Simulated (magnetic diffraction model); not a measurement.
# Solving a magnetic structure from powder neutron data: HoSi3Pb

Space group I4mm (no. 107), a = 4.4780 Å, c = 10.3540 Å.

| site | atom | x | y | z |
| --- | --- | --- | --- | --- |
| 2a | Pb | 1/2 | 1/2 | 0.1557 |
| 2a | Ho | 1/2 | 1/2 | 0.4975 |
| 4b | Si | 0 | 1/2 | 0.2597 |
| 2a | Si | 0 | 0 | 0.4202 |

The compound is invented for this exercise: a known structure type with other elements, its cell scaled to their sizes and not relaxed.

Only Ho is taken to order (form factors of Ho3+); orders and moment sizes are assumed, and not adapted to the symmetry. Radiation: neutrons of λ = 2.36 Å, 5° to 100°; isotropic B of 0.21 Å² (Pb), 0.2 Å² (Ho) and 0.34 Å² (Si). The intensities are simulated: I ∝ L Σ (|F_N|² + |F_M⊥|²) for unpolarised neutrons, with F_M = 2.695 fm/μB × Σ f(s) S exp(2πi Q·r) exp(−B s²) at Q = H ± k (one set where k and −k are equivalent), only the part normal to Q counting and L = 1/(sin²θ cos θ). For collinear order S is the moment m, which repeats by lattice and centring translations R with the sign exp(−2πi k·R). Form factors are spin-only for 3d ions and dipole or tabulated for f ions, scattering lengths are Sears's of 1992, and absorption is left out. A label names one of the reflections at its angle. The strongest nuclear line in the range is 100, and lines under 0.2 are left out.

Above the ordering temperature:

```tsv
2θ (°)	index	I
26.35	(0 0 2)	4.8
33.37	(1 0 1)	24.6
43.76	(1 1 0)	36.8
51.15	(1 0 3)	92.5
51.80	(1 1 2)	80.4
54.24	(0 0 4)	9.7
63.61	(2 0 0)	100.0
70.09	(2 0 2)	3.6
72.14	(1 1 4)	44.4
73.76	(2 1 1)	13.3
77.78	(1 0 5)	37.0
85.88	(2 1 3)	89.6
86.28	(0 0 6)	3.4
88.34	(2 0 4)	20.1
96.37	(2 2 0)	62.1
```

Below it (cell unchanged):

```tsv
2θ (°)	I
21.48	223.1
25.23	248.1
26.35	4.8
33.37	24.6
34.24	85.4
43.76	36.8
45.83	33.0
49.25	78.3
51.15	92.5
51.18	135.9
51.80	80.4
54.24	9.7
56.71	93.5
59.01	15.4
63.61	100.0
65.23	57.1
67.97	19.6
69.57	36.1
70.09	3.6
72.14	44.4
73.67	8.3
73.76	13.3
74.27	28.7
76.28	33.8
77.78	37.0
81.88	20.7
84.42	25.2
85.88	89.6
85.91	47.7
86.28	3.4
88.34	20.1
89.81	20.7
90.26	5.1
90.38	40.6
92.33	14.3
96.37	62.1
```
(The table stops after 36 lines; 1 more lie at higher angle.)

**Question.** Check that the new lines index with k = (1/2 1/2 1), then choose among these models:
A. collinear moments along [101], 9.4 μB on Ho
B. collinear moments along [010], 9.4 μB on Ho
C. collinear moments along [111], 9.4 μB on Ho

The new lines index as (1/2 -1/2 0) at 21.48°, (1/2 1/2 1) at 25.23°, (1/2 -1/2 2) at 34.24° and (1/2 1/2 3) at 45.83°, that is as H ± k with k = (1/2 1/2 1), one of 2 inequivalent arms of its star (k and −k counted as one), which a powder can't tell apart. Half indices mean that the moments reverse under translations with k·R a half-integer, and the magnetic cell has twice the primitive volume.

Magnetic intensity, observed (below minus above) and for each model:

| 2θ (°) | index | observed | A | B | C |
| --- | --- | --- | --- | --- | --- |
| 21.48 | (1/2 -1/2 0) | 223.1 | 223.1 | 121.1 | 242.2 |
| 25.23 | (1/2 1/2 1) | 248.1 | 248.1 | 221.3 | 210.0 |
| 34.24 | (1/2 -1/2 2) | 85.4 | 85.4 | 147.3 | 103.9 |
| 45.83 | (1/2 1/2 -3) | 33.0 | 33.0 | 87.9 | 37.4 |
| 49.25 | (3/2 1/2 0) | 78.3 | 78.3 | 42.5 | 66.5 |
| 51.18 | (3/2 -1/2 1) | 135.9 | 135.9 | 83.7 | 140.7 |
| 59.01 | (1/2 -1/2 4) | 15.4 | 15.4 | 53.5 | 21.7 |
| 73.67 | (1/2 1/2 5) | 8.3 | 8.3 | 34.2 | 11.4 |

Model A matches.

The structure used: k = (1/2 1/2 1), collinear moments along [101], 9.4 μB on Ho.

[Logs are printed without paths, hosts, clocks, repeated set-up lines and the standing remarks that a program may print on its own settings, such as how far it seeks lower states.]
